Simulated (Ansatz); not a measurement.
# Ba (Im-3m, 1 atom in the cell): converging a phonon calculation

Wanted: convergence of the phonons of Ba (Im-3m, 1 atom in the cell) against cost.

Calculated with Ansatz 0.2.0; DFT PBE, scalar-relativistic, plane waves, PAW.

The database entry behind the starting cell differs from later determinations by our own check (0.1 to 0.3 % short, probably kX units), so it need not match the best structure at ambient conditions.

### Step 1. The structure

It takes space group Im-3m (No. 229, cubic). The conventional cell has a = 5.013 Å, b = 5.013 Å, c = 5.013 Å, α = 90.00°, β = 90.00°, γ = 90.00°. Nearest to Ba lie 8 Ba at 4.34 Å.

### Step 2. Relaxing to small forces for the phonons

Phonons need a cell at rest on their own settings, so the relaxation is repeated with tight tolerances on forces and stress on the k mesh and occupations of the first response run.

Input file input.yaml:

```yaml
crystal:
  lattice:
    - [-2.5065, 2.5065, 2.5065]
    - [2.5065, -2.5065, 2.5065]
    - [2.5065, 2.5065, -2.5065]
  atoms:
    - { symbol: Ba, position: [0.0, 0.0, 0.0] }
kpoints:
  mp_grid: { grid: [12, 12, 12] }
hamiltonian:
  xc: pbe
scf:
  occupations: { method: methfessel_paxton, width: 0.2 }
output:
  forces: true
  stress: true
  eigenvalues: true
  write_density: true
  write_potential: true
  elf: true
  volumetric_format: npy
relax:
  adjacent_minimum: "off"
  f_tol: 0.001
  max_steps: 60
  cell: { stress_tol: 0.01 }
```

Command:

```
> ansatz run input.yaml --threads 4 --pin off --max-ram 7168MiB --backend cpu --events-out ev --progress --plain --runs-dir out
```

Numbers of over 12 decimals in the logs are rounded to 6 here.

Output:

```text
Engine: ansatz 0.2.0, aarch64-unknown-linux-gnu
Pseudopotentials: kind: paw
Pseudopotential: Ba, paw, valence charge 10, recommended cutoff 420 eV (normal), Ba.paw.azcp
Functional definition: PBE
  parameter kappa = 0.804
  parameter beta = 0.066725
  exchange = pbe_x(kappa = kappa, mu = beta*pi^2/3)
  correlation = pbe_c(beta = beta)
Crystal: 1 atoms, lattice volume = 62.989 Å³
[...]
--- Relaxed structure (3 steps of the walk, 3 accepted, 1 SCFs on fresh bases) ---
  F+E_penalty+E_count = -5949.53966522 eV   max|allowed force component| = 0.000e0 eV/Å   (the final SCF, on the basis selected at the relaxed cell)
  cell:  # Å, volume = 63.1877 Å³
    - [-2.509136, 2.509136, 2.509136]
    - [2.509136, -2.509136, 2.509136]
    - [2.509136, 2.509136, -2.509136]
  atoms:
    - { symbol: Ba, position: [0.0, 0.0, 0.0] }
[key lines of the parts left out:]
SCF converged after 5 iterations
Free energy (F): -5949.539665 eV
Fermi energy:    5.799955 eV
P = ⅓ Tr σ = -0.0003 GPa (-0.003 kbar)
```

The job ended after 3.4 s (4 threads of Arm Neoverse V2, shared host; peak memory 0.38 GiB; 11 s of CPU time).

Relaxation path:

| step | energy less that of the first step (eV) | largest force component (eV/Å) | pressure (GPa) | volume (Å³) |
| --- | --- | --- | --- | --- |
| 1 | 0.0000 | 0.0000 | 0.03 | 62.99 |
| 2 | 0.0000 | 0.0000 | 0.02 | 63.04 |
| 3 | 0.0000 | 0.0000 | 0.00 | 63.19 |
| 4* | 0.0000 | 0.0000 | 0.00 | 63.19 |

Relaxation steps marked * repeat the geometry before them on a plane-wave basis chosen anew for their cell, so energy and pressure can jump there.

| conventional cell, symmetrised | before | after | change |
| --- | --- | --- | --- |
| a (Å) | 5.013 | 5.018 | +0.1 % |
| b (Å) | 5.013 | 5.018 | +0.1 % |
| c (Å) | 5.013 | 5.018 | +0.1 % |
| volume (Å³/atom) | 62.99 | 63.19 | +0.3 % |

Final coordinates:

```xyz
1
Lattice="-2.5091 2.5091 2.5091 2.5091 -2.5091 2.5091 2.5091 2.5091 -2.5091" Properties=species:S:1:pos:R:3 pbc="T T T"
Ba    0.0000    0.0000    0.0000
```

This step gave:

```yaml
pressure: -3.39e-4 GPa
volume_per_atom: 63.19 Å³
gap_on_the_k_mesh: 0 eV
```

Electrostatic potential energy in the ac plane of the conventional cell at fractional y = 0.000, with atoms of Ba within 0.2 Å of it. With pseudopotentials it is smooth inside the atoms' cores, unlike the true potential.

Values in eV, 14 rows by 14 columns, each cell a mean:
```
-37 -35 -24  -6   3   7   8   8   8   5   0 -15 -32 -37
-33 -28 -15  -1   5   7   8   8   8   6   2  -8 -23 -32
-17 -12  -3   3   6   8   8   8   8   7   5   0  -8 -15
 -1   1   3   6   7   8   8   8   8   8   6   5   2   0
  5   6   6   7   8   8   8   8   8   8   8   7   6   5
  7   8   8   8   8   8   8   8   8   8   8   8   8   8
  8   8   8   8   8   8   8   8   8   8   8   8   8   8
  8   8   8   8   8   8   8   8   8   8   8   8   8   8
  7   7   7   8   8   8   8   8   8   8   8   8   7   7
  3   4   5   7   7   8   8   8   8   8   7   6   5   3
 -7  -4   1   4   7   8   8   8   8   7   6   3  -1  -6
-26 -20  -8   1   5   7   8   8   8   6   3  -3 -15 -24
-36 -33 -20  -4   4   7   8   8   8   6   1 -12 -28 -35
-37 -36 -26  -7   3   7   8   8   7   5  -1 -17 -33 -37
```
Columns run along a (5.0 Å; values clipped at the 3rd and 97th percentile), rows up along c (5.0 Å), edges of the conventional cell, whose origin can differ from the input's. Atoms in or near the plane, at fractional coordinates: Ba at (0.00, 0.00).

Valence density in the ac plane of the conventional cell at fractional y = 0.000, with atoms of Ba within 0.2 Å of it. It is the smooth field of the valence electrons, not physical close to the nuclei.

Ten even steps from '_' (0.0 e/Å³) to '@' (1.3 e/Å³), each cell a mean:
```
==@@%%::____________..++@@**
@@@@++..______________--##@@
**==::________________..--++
....______________________..
____________________________
____________________________
____________________________
____________________________
____________________________
____________________________
--::____________________..::
%%**--________________::++%%
%%@@**::____________..==@@@@
::%%%%--____________..**@@==
```
Columns run along a (5.0 Å), rows up along c (5.0 Å), edges of the conventional cell, whose origin can differ from the input's. Atoms in or near the plane, at fractional coordinates: Ba at (0.00, 0.00).

ELF in the ac plane of the conventional cell at fractional y = 0.000, with atoms of Ba within 0.2 Å of it. It is the smooth field of the valence electrons, not physical close to the nuclei.

Ten even steps from '0' (0.05) to '9' (0.85), each cell a mean:
```
16972145214993
89951145212799
98620245311479
53101355420124
11113455542111
22345555554322
45555555555555
44455555555444
11234555543211
21012455531012
76311355410257
99730245311699
48961145213896
04972144215981
```
Columns run along a (5.0 Å), rows up along c (5.0 Å), edges of the conventional cell, whose origin can differ from the input's. Atoms in or near the plane, at fractional coordinates: Ba at (0.00, 0.00).

The forces vanish by symmetry and the pressure is 0.000 GPa, within the tolerances set. The cell now holds 63.19 Å³/atom.

### Step 3. Response at finite wavevector

Stability and thermal properties need the whole zone. Linear response on a 4×4×4 q mesh gives force constants as far as a supercell of that size would.

Input file input.yaml:

```yaml
crystal:
  lattice:
    - [-2.5091362258, 2.5091362258, 2.5091362258]
    - [2.5091362258, -2.5091362258, 2.5091362258]
    - [2.5091362258, 2.5091362258, -2.5091362258]
  atoms:
    - { symbol: Ba, position: [0.0, 0.0, 0.0] }
kpoints:
  mp_grid: { grid: [12, 12, 12] }
hamiltonian:
  xc: pbe
scf:
  occupations: { method: methfessel_paxton, width: 0.2 }
output:
  eigenvalues: true
phonons:
  method: dfpt
  qmesh: [4, 4, 4]
  temperatures: { t_max: 1000, t_step: 50 }
  qpath:
    path:
      - [[0.0, 0.0, 0.0], [0.5, -0.5, 0.5], [0.0, 0.0, 0.5], [0.0, 0.0, 0.0], [0.25, 0.25, 0.25], [0.5, -0.5, 0.5]]
      - [[0.25, 0.25, 0.25], [0.0, 0.0, 0.5]]
    npoints: 10
```

Output:

```text
[...]
Crystal: 1 atoms, lattice volume = 63.188 Å³
Basis set: ecut = 420 eV, 1253 PW (Γ), exchange–correlation on 60×60×60 points (8 copies of the dense FFT grid, shifted against one another)
Bands: 9, of which v1, the nominal top of the filled ones, is band 5 counted from 1 (4 counted from 0)
Symmetry: 48 space group operations
k-points: 72 of 1728
[...]
SCF iter   1: F=—  HF=-5949.539700 eV  |F-HF|=—  |Δ(HF+E_count)|=         —  Δρ=9.95e-4  dr2=9.51e-4  ethr=1.77e-3  ⟨swp⟩=7.1  Hψ=6045  notcnv=0
[...]
SCF iter   8: F=-5949.539665 eV  HF=-5949.539665 eV  |F-HF|=1.82e-12  |Δ(HF+E_count)|=  1.32e-10  S|Δr|=    0.00e0  Δρ=8.83e-8  dr2=2.98e-12  ethr=1.00e-12  ⟨swp⟩=6.0  Hψ=2807  notcnv=0
SCF 1 converged in 8 iterations: F = -5949.539665 eV  dr2 = 2.98e-12
[...]
NSCF: frozen V_eff on 72 k-points
[...]
DFPT response loops at q = (0, 0, 0) (fractional): preconditioner auto → Kerker (q_TF=auto, 2.007 Å⁻¹) (partly filled bands, converged f_vac=0.000); β = 1.00, the filter's whole step (`scf.mixing.beta` (0.50) is not read by the response loops under this deck's `scf.mixing.preconditioner`; to damp them name `kerker` or `kerker_dos`, under which they read `scf.mixing.beta`, and type it under 1.00, their step now; both keys bind the ground state too); Broyden in place of MSR1
[...]
SCF converged after 8 iterations
[...]
Free energy (F): -5949.539665 eV
[...]
Internal energy: -5949.540870 eV  (E = F + TS)
E sigma→0 (E₀):  -5949.539966 eV
Entropy (-TS):   0.001204 eV (1.204 meV/atom)
Fermi energy:    5.799955 eV
[...]
--- Band table (eV; the first three rows and the last of 72) ---
[...]
--- Phonons (Γ-DFPT): 1 representative perturbation + reference (Σ response iterations 3) ---
  ASR residual: 3.728e-5 → 0.000e0 eV/Å²; symmetrization residual: 7.579e-14 eV/Å²
  ASR residual per site (eV/Å²): 3.73e-5
  Γ frequencies (cm⁻¹): 0.00 0.00 0.00
--- Phonons (arbitrary-q DFPT): 8 irreducible q on the 4×4×4 mesh ---
  q = [0.0000, 0.0000, 0.0000] (star 1, of the zone-centre solve; hermiticity 5.47e-10, symmetrization 2.03e-9): 0.00 0.00 0.00
  q = [0.0000, 0.0000, 0.2500] (star 12, 2 solved perturbations in 1446 linear systems a pass and spin channel, the states on 936 of 1728 k-point pairs; hermiticity 7.80e-14, symmetrization 1.52e-13): 18.07 36.34 51.36
[...]
q = [0.2500, 0.2500, 0.2500] (star 2, 1 solved perturbation on 262 of 1728 k-point pairs; hermiticity 1.80e-13, symmetrization 3.70e-13): 55.87 55.87 55.87
[...]
sum rule: each row above includes the acoustic sum rule's correction from the zone centre's row sums; it moved no ω² by more than (0.27 cm⁻¹)²
  mesh force constants: q→R imaginary residual 0.00e0; ASR residual 3.728e-5 → 0.000e0 eV/Å²; symmetrization residual 6.661e-16 eV/Å²
  interpolated dispersion: 62 rows × 3 modes
  density of states and harmonic sums: on the 20×20×20 q-mesh, interpolated from the force constants of a 4×4×4 supercell (no non-analytic term)
  largest difference from the sums on the solved wave vectors: F 1.51e-2 eV, S 1.91e-5 and C_V 4.01e-6 eV/K
  zero-point energy: 0.009378 eV/cell   skipped modes (ω ≤ 0): 3   left out of the sums: 1.25e-4 of the cell's modes: C_V's classical limit lies that fraction below 3 k_B per atom; for a crystal, a wire or a layer, F and S can be off by more, and a phonons.interpolated_qmesh denser along its periods is the remedy for the sampling
```

Elapsed: 81 s, on 4 threads; peak memory 2.5 GiB.

Numbers from this step:

- sum-rule residual before enforcement: 3.73e-5 eV/Å²
- lowest frequency on the path: 0 cm⁻¹
- highest frequency on the path or at a solved wavevector: 74.9 cm⁻¹
- mean frequency: 50.4 cm⁻¹
- Debye temperature (second moment): 98 K
- logarithmic mean frequency: 47.3 cm⁻¹
- lowest mode on the q mesh (acoustic modes at Γ apart): 18.07 cm⁻¹
- zero-point energy per atom: 9.38 meV
- heat capacity at 300 K: 24.81 J/(mol atoms K)
- vibrational entropy at 300 K: 62.04 J/(mol atoms K)

Frequencies (cm⁻¹) solved at each irreducible wavevector; negative means imaginary. Frequencies by wavevector, by row:

| q in reciprocal lattice units | star | mode 1 | mode 2 | mode 3 |
| --- | --- | --- | --- | --- |
| 0 0 0 | 1 | 0 | 0 | 0 |
| 0 0 0.25 | 12 | 18.1 | 36.3 | 51.4 |
| 0 0 -0.5 | 6 | 24.4 | 52.2 | 74.9 |
| 0 0.25 0.25 | 24 | 35.4 | 53.9 | 68.8 |
| 0.25 0.25 0.25 | 2 | 55.9 | 55.9 | 55.9 |
| 0.25 0.25 -0.25 | 6 | 46.4 | 51.2 | 51.2 |
| 0.25 -0.5 -0.5 | 12 | 47.6 | 63.1 | 74.5 |
| -0.5 -0.5 -0.5 | 1 | 74.4 | 74.4 | 74.4 |

Interpolated from a 4×4×4 q mesh. Phonon branches along the path, in cm⁻¹:

| point | branch 1 | branch 2 | branch 3 |
| --- | --- | --- | --- |
| Γ | 0 | 0 | 0 |
| halfway | 46 | 51 | 51 |
| H | 74 | 74 | 74 |
| halfway | 48 | 63 | 74 |
| N | 24 | 52 | 75 |
| halfway | 18 | 36 | 51 |
| Γ | 0 | 0 | 0 |
| halfway | 34 | 34 | 61 |
| P | 56 | 56 | 56 |
| halfway | 41 | 68 | 68 |
| H | 74 | 74 | 74 |
| jump to P | 56 | 56 | 56 |
| halfway | 39 | 55 | 69 |
| N | 24 | 52 | 75 |

The phonon branches as a text plot (rows in cm⁻¹):

```
     73 |          ************                        ****    **
     70 |         *   **       *                      *       *
     67 |         *     *       *           ***     **  *    *
     64 |        *     * *                         *        *
     61 |        *        *                *   *  *
     58 |       *                                *     *   *
     55 |       *       *  *                    *          *****
     51 |     **            ***  *        *    * *         *    *
     48 |                *     *              *       *
     45 |     **                *            *    *         *
     42 |    *                    *      *         * *       *
     39 |    *            *                 *       *
     36 |                        *                            *
     33 |   *                      *       *
     30 |                  *      *
     27 |                   *           * *                    **
     23 |  *                 ****  *
     20 |  *                        *    *
     17 |                        *
     14 |                         * *  **
     11 | *                        * *
      8 |                           ** *
      5 |                            *
      2 |*                            *
         Γ           H       N        Γ         P        H|P    N
```

Symmetry leaves 8 wavevectors to solve. The lowest mode among them, the acoustic zeros apart, lies at q = (0, 0, 0.25) and is real, 18.1 cm⁻¹.

### Step 4. Another q mesh, q mesh 2×2×2

The q mesh is changed to 2×2×2, to see how far the force constants must reach.

input.yaml: that of step 3 with these lines changed.

```diff
@@ -17,3 +17,3 @@
   method: dfpt
-  qmesh: [4, 4, 4]
+  qmesh: [2, 2, 2]
   temperatures: { t_max: 1000, t_step: 50 }
```

Output:

```text
[...]
Crystal: 1 atoms, lattice volume = 63.188 Å³
Basis set: ecut = 420 eV, 1253 PW (Γ), exchange–correlation on 60×60×60 points (8 copies of the dense FFT grid, shifted against one another)
Bands: 9, of which v1, the nominal top of the filled ones, is band 5 counted from 1 (4 counted from 0)
Symmetry: 48 space group operations
k-points: 72 of 1728
[...]
SCF iter   1: F=—  HF=-5949.539700 eV  |F-HF|=—  |Δ(HF+E_count)|=         —  Δρ=9.95e-4  dr2=9.51e-4  ethr=1.77e-3  ⟨swp⟩=7.1  Hψ=6045  notcnv=0
[...]
SCF iter   8: F=-5949.539665 eV  HF=-5949.539665 eV  |F-HF|=1.82e-12  |Δ(HF+E_count)|=  1.32e-10  S|Δr|=    0.00e0  Δρ=8.83e-8  dr2=2.98e-12  ethr=1.00e-12  ⟨swp⟩=6.0  Hψ=2807  notcnv=0
SCF 1 converged in 8 iterations: F = -5949.539665 eV  dr2 = 2.98e-12
[...]
SCF converged after 8 iterations
[...]
Free energy (F): -5949.539665 eV
[...]
Internal energy: -5949.540870 eV  (E = F + TS)
E sigma→0 (E₀):  -5949.539966 eV
Entropy (-TS):   0.001204 eV (1.204 meV/atom)
Fermi energy:    5.799955 eV
[...]
--- Band table (eV; the first three rows and the last of 72) ---
[...]
ASR residual: 3.728e-5 → 0.000e0 eV/Å²; symmetrization residual: 7.579e-14 eV/Å²
  ASR residual per site (eV/Å²): 3.73e-5
  Γ frequencies (cm⁻¹): 0.00 0.00 0.00
--- Phonons (arbitrary-q DFPT): 3 irreducible q on the 2×2×2 mesh ---
[...]
interpolated dispersion: 62 rows × 3 modes
[...]
```

Run time: 14 s. Hardware: 4 threads; peak memory 0.96 GiB.

This step gave:

* mean frequency: 51.6 cm⁻¹
* Debye temperature (second moment): 100 K
* logarithmic mean frequency: 48.5 cm⁻¹
* lowest mode on the q mesh (acoustic modes at Γ apart): 24.36 cm⁻¹
* zero-point energy per atom: 9.59 meV
* heat capacity at 300 K: 24.8 J/(mol atoms K)
* vibrational entropy at 300 K: 61.4 J/(mol atoms K)

Frequencies (cm⁻¹) solved at each irreducible wavevector; negative means imaginary. Frequencies by wavevector, by row:

| q in reciprocal lattice units | star | mode 1 | mode 2 | mode 3 |
| --- | --- | --- | --- | --- |
| 0 0 0 | 1 | 0 | 0 | 0 |
| 0 0 -0.5 | 6 | 24.4 | 52.2 | 74.9 |
| -0.5 -0.5 -0.5 | 1 | 74.4 | 74.4 | 74.4 |

Interpolated from a 2×2×2 q mesh, rough between the solved points. The phonon branches at the labelled points (cm⁻¹):

| point | branch 1 | branch 2 | branch 3 |
| --- | --- | --- | --- |
| Γ | 0 | 0 | 0 |
| halfway | 52 | 52 | 56 |
| H | 74 | 74 | 74 |
| halfway | 55 | 64 | 75 |
| N | 24 | 52 | 75 |
| halfway | 17 | 37 | 53 |
| Γ | 0 | 0 | 0 |
| halfway | 33 | 33 | 61 |
| P | 56 | 56 | 56 |
| halfway | 46 | 69 | 69 |
| H | 74 | 74 | 74 |
| jump to P | 56 | 56 | 56 |
| halfway | 36 | 54 | 70 |
| N | 24 | 52 | 75 |

The phonon branches as a text plot (rows in cm⁻¹):

```
     73 |          ************                        ****    **
     70 |         *   **       *                     ** *     *
     67 |        *     **       *           ***     *        *
     64 |       *        *                         *        *
     61 |       *       * *                *   *  *    *
     58 |                                        *         *
     55 |     **         * *                    *     *    ****
     51 |     **            ***  *        *    *           *   **
     48 |    *            *    *              *  *
     45 |                       * *                  *      *
     42 |    *                           *   *    *
     39 |                                   *      **        *
     36 |   *                    *
     33 |   *              *       *       *                  *
     30 |                         *     *
     27 |  *                *             *                    **
     23 |  *                 ***   **
     20 |                       *        *
     17 |                        *  *
     14 | *                       *    **
     11 | *                        * *
      8 |                           ** *
      5 |                            *
      2 |*                            *
         Γ           H       N        Γ         P        H|P    N
```

The mean frequency is 51.6 cm⁻¹, +1.2 cm⁻¹ against the base run.

On this path the spectrum ends at 74.9 cm⁻¹ (between H and N). No branch goes imaginary on this path.

### Step 5. Another q mesh, q mesh 3×3×3

The q mesh is changed to 3×3×3, to see how far the force constants must reach.

input.yaml: that of step 4 with these lines changed.

```diff
@@ -17,3 +17,3 @@
   method: dfpt
-  qmesh: [2, 2, 2]
+  qmesh: [3, 3, 3]
   temperatures: { t_max: 1000, t_step: 50 }
```

Output:

```text
[...]
Crystal: 1 atoms, lattice volume = 63.188 Å³
Basis set: ecut = 420 eV, 1253 PW (Γ), exchange–correlation on 60×60×60 points (8 copies of the dense FFT grid, shifted against one another)
Bands: 9, of which v1, the nominal top of the filled ones, is band 5 counted from 1 (4 counted from 0)
Symmetry: 48 space group operations
k-points: 72 of 1728
[...]
interpolated dispersion: 62 rows × 3 modes
[...]
zero-point energy: 0.009377 eV/cell   skipped modes (ω ≤ 0): 4, of them read as no rigid motion or as one in doubt: 1 (2.058e-3 modes/cell left out, lowest -0.65 cm⁻¹)   left out of the sums: 8.57e-4 of the cell's modes: C_V's classical limit lies that fraction below 3 k_B per atom; for a crystal, a wire or a layer, F and S can be off by more, and a phonons.interpolated_qmesh denser along its periods is the remedy for the sampling
[key lines of the parts left out:]
SCF converged after 8 iterations
Free energy (F): -5949.539665 eV
Fermi energy:    5.799955 eV
```

It took 39 s on 4 threads; peak memory 1.5 GiB.

### Step 6. Another q mesh, q mesh 6×6×6

The q mesh is changed to 6×6×6, to see how far the force constants must reach.

input.yaml: that of step 5 with these lines changed.

```diff
@@ -17,3 +17,3 @@
   method: dfpt
-  qmesh: [3, 3, 3]
+  qmesh: [6, 6, 6]
   temperatures: { t_max: 1000, t_step: 50 }
```

Output:

```text
[...]
Crystal: 1 atoms, lattice volume = 63.188 Å³
Basis set: ecut = 420 eV, 1253 PW (Γ), exchange–correlation on 60×60×60 points (8 copies of the dense FFT grid, shifted against one another)
Bands: 9, of which v1, the nominal top of the filled ones, is band 5 counted from 1 (4 counted from 0)
Symmetry: 48 space group operations
k-points: 72 of 1728
[...]
ASR residual: 3.728e-5 → 0.000e0 eV/Å²; symmetrization residual: 7.579e-14 eV/Å²
  ASR residual per site (eV/Å²): 3.73e-5
  Γ frequencies (cm⁻¹): 0.00 0.00 0.00
--- Phonons (arbitrary-q DFPT): 16 irreducible q on the 6×6×6 mesh ---
[...]
q = [0.0000, 0.1667, 0.3333] (star 48, 3 solved perturbations on 1728 of 1728 k-point pairs: no pair is spared here; hermiticity 9.39e-7, symmetrization 9.05e-17): 32.60 53.36 70.38
[...]
interpolated dispersion: 62 rows × 3 modes
[...]
[key lines of the parts left out:]
SCF converged after 8 iterations
Free energy (F): -5949.539665 eV
Fermi energy:    5.799955 eV
```

Run time: 4.2 min. Hardware: 4 threads; peak memory 2.6 GiB; 16 min of CPU time.

The mean frequency is 50.4 cm⁻¹, +0.0 cm⁻¹ against the base run.

(Part 1 of 3 ends here.)

[Logs are printed without paths, hosts, clocks, repeated set-up lines and the standing remarks that a program may print on its own settings, such as how far it seeks lower states.]

[Hosts, paths, dates, database ids (printed as entryN), source tags and the programs' standing remarks are cut or masked in the printed files.]
